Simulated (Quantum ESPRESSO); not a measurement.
# Ta (Im-3m): coupling and resistivity with EPW

How strongly do phonons scatter the electrons of Ta (Im-3m), and how dense must the meshes be?

Program: Quantum ESPRESSO 7.5. Level of theory: DFT PBE, scalar-relativistic, plane waves, PseudoDojo 0.4.1 norm-conserving pseudopotentials. Results are calculated unless marked as measured.

The experiments to compare with:

For Ta (bulk crystal), “CRC Handbook of Chemistry and Physics, 84th edition, Electrical Resistivity of Pure Metals” (2003, CRC Press, section 12, read from Wikipedia's data page) quotes earlier work: resistivity at 300 K 13.5 μΩ cm; resistivity at 500 K 22.9 μΩ cm.

“Specific Heats and Enthalpies of Technical Solids at Low Temperatures” (1960, NBS Monograph 21, table 3) quotes from earlier work for Ta (bulk crystal): Sommerfeld coefficient γ (electronic heat capacity coefficient, an early compilation) 5.7 mJ/(mol K²).

“Surface-resistance measurements using superconducting stripline resonators” (2013, arxiv:1309.5331) reports for Ta, by microwave stripline resonator (foil much thicker than the skin depth): superconducting transition temperature (superconducting transition seen in surface resistance) 4.5 K.

## Step 1: The structure

Symmetry: Im-3m, No. 229, cubic system. The conventional cell has a = 3.303 Å, b = 3.303 Å, c = 3.303 Å, α = 90.00°, β = 90.00°, γ = 90.00°. Nearest to Ta lie 8 Ta at 2.86 Å.

## Step 2: Relaxation

The cell is relaxed under the functional used for all that follows.

The input, relax.in:

```
 &control
    calculation='vc-relax',
    prefix='x',
    outdir='./tmp',
    pseudo_dir='./pseudo',
    tprnfor=.true.,
    tstress=.true.,
    etot_conv_thr=1.0d-05,
    forc_conv_thr=4.0d-04,
 /
 &system
    ibrav=0,
    nat=1,
    ntyp=1,
    ecutwfc=58.0,
    occupations='smearing',
    smearing='mv',
    degauss=0.02,
 /
 &electrons
    conv_thr=1.0d-11,
 /
 &ions
 /
 &cell
    press_conv_thr=0.4,
 /
ATOMIC_SPECIES
 Ta    180.9479  Ta.upf
CELL_PARAMETERS angstrom
    -1.651280000    1.651280000    1.651280000
     1.651280000   -1.651280000    1.651280000
     1.651280000    1.651280000   -1.651280000
ATOMIC_POSITIONS crystal
 Ta     0.000000000   0.000000000   0.000000000
K_POINTS automatic
 12 12 12 0 0 0
```

On the command line:

```console
OMP_NUM_THREADS=1 mpirun -n 8 pw.x -nk 8 -in relax.in > relax.out
```

Output:

```text
Program PWSCF v.7.5

     This program is part of the open-source Quantum ESPRESSO suite
     for quantum simulation of materials; please cite
         "P. Giannozzi et al., J. Phys.:Condens. Matter 21 395502 (2009);
         "P. Giannozzi et al., J. Phys.:Condens. Matter 29 465901 (2017);
         "P. Giannozzi et al., J. Chem. Phys. 152 154105 (2020);
     in publications or presentations arising from this work. More details at

     Message from routine setup:
     using ibrav=0 with symmetry is DISCOURAGED, use correct ibrav instead

     G-vector sticks info
     --------------------
     sticks:   dense  smooth     PW     G-vecs:    dense   smooth      PW
     Sum         507     507    197                 7155     7155    1721

     Using Slab Decomposition

     bravais-lattice index     =            0
     lattice parameter (alat)  =       5.4048  a.u.
     unit-cell volume          =     121.5399 (a.u.)^3
     number of atoms/cell      =            1
     number of atomic types    =            1
     number of electrons       =        13.00
     number of Kohn-Sham states=           11
     kinetic-energy cutoff     =      58.0000  Ry
     charge density cutoff     =     232.0000  Ry
     scf convergence threshold =      1.0E-11
     mixing beta               =       0.7000
     number of iterations used =            8  plain     mixing
     energy convergence thresh.=      1.0E-05
     force convergence thresh. =      4.0E-04
     press convergence thresh. =      4.0E-01
     Exchange-correlation= PBE
                           (   1   4   3   4   0   0   0)
     nstep                     =           50

     celldm(1)=   5.404807  celldm(2)=   0.000000  celldm(3)=   0.000000
     celldm(4)=   0.000000  celldm(5)=   0.000000  celldm(6)=   0.000000

     crystal axes: (cart. coord. in units of alat)
               a(1) = (  -0.577350   0.577350   0.577350 )
               a(2) = (   0.577350  -0.577350   0.577350 )
               a(3) = (   0.577350   0.577350  -0.577350 )
[...]
number of Kohn-Sham states=           11
     number of k points=    72  Marzari-Vanderbilt smearing, width (Ry)=  0.0200
     estimated scf accuracy    <       0.02316611 Ry
     estimated scf accuracy    <       0.00070956 Ry
     estimated scf accuracy    <       0.00004376 Ry
     estimated scf accuracy    <       0.00000044 Ry
     estimated scf accuracy    <       0.00000001 Ry
     estimated scf accuracy    <          1.5E-10 Ry
     estimated scf accuracy    <       0.00004646 Ry
     estimated scf accuracy    <       0.00000045 Ry
     estimated scf accuracy    <       0.00000002 Ry
     estimated scf accuracy    <          1.4E-10 Ry
     estimated scf accuracy    <          1.1E-12 Ry
     the Fermi energy is    18.1863 ev
!    total energy              =    -130.20658400 Ry
     estimated scf accuracy    <          8.9E-14 Ry
     convergence has been achieved in   8 iterations
          total   stress  (Ry/bohr**3)                   (kbar)     P=        0.05
   JOB DONE.
```

It took 11 s on 8 MPI ranks of Arm Neoverse N1, shared host.

This step gave:

```
free energy     : -1771.5508 eV
pressure        : 0.005 GPa
volume per atom : 18.25 Å³/atom
```

The volume ends at 18.25 Å³ an atom, +1.3 % from the start.

## Step 3: Ground state

Linear response needs a tightly converged ground state.

The input, scf.in:

```
 &control
    calculation='scf',
    prefix='x',
    outdir='./tmp',
    pseudo_dir='./pseudo',
    tprnfor=.true.,
    tstress=.true.,
 /
 &system
    ibrav=0,
    nat=1,
    ntyp=1,
    ecutwfc=58.0,
    occupations='smearing',
    smearing='mv',
    degauss=0.02,
 /
 &electrons
    conv_thr=1.0d-12,
 /
ATOMIC_SPECIES
 Ta    180.9479  Ta.upf
CELL_PARAMETERS angstrom
    -1.658507900    1.658507900    1.658507900
     1.658507900   -1.658507900    1.658507900
     1.658507900    1.658507900   -1.658507900
ATOMIC_POSITIONS crystal
 Ta     0.000000000   0.000000000   0.000000000
K_POINTS automatic
 12 12 12 0 0 0
```

On the command line:

```console
OMP_NUM_THREADS=1 mpirun -n 8 pw.x -nk 8 -in scf.in > scf.out
```

Output:

```text
[banner, memory and clock lines left out]
[...]
number of Kohn-Sham states=           11
     number of k points=    72  Marzari-Vanderbilt smearing, width (Ry)=  0.0200
     estimated scf accuracy    <       0.02410848 Ry
     estimated scf accuracy    <       0.00075496 Ry
     estimated scf accuracy    <       0.00004525 Ry
     estimated scf accuracy    <       0.00000043 Ry
     estimated scf accuracy    <       0.00000001 Ry
     estimated scf accuracy    <          1.9E-10 Ry
     estimated scf accuracy    <          1.7E-12 Ry
     the Fermi energy is    18.1863 ev
!    total energy              =    -130.20658400 Ry
     estimated scf accuracy    <          2.7E-13 Ry
     convergence has been achieved in   8 iterations
          total   stress  (Ry/bohr**3)                   (kbar)     P=        0.06
```

The job ended after 3.8 s (8 MPI ranks; 29 s of CPU time).

Numbers from this step:

```
Fermi energy : 18.19 eV
pressure     : 0.006000 GPa
```

The Fermi level lies at 18.19 eV and the pressure is 0.0060 GPa.

[end of part 1 of 5]

[The logs of pw.x and epw.x are selected lines.]

[Logs are printed without paths, hosts, clocks, repeated set-up lines and the standing remarks that a program may print on its own settings, such as how far it seeks lower states.]

[Hosts, paths, dates, database ids (printed as entryN), source tags and the programs' standing remarks are cut or masked in the printed files.]
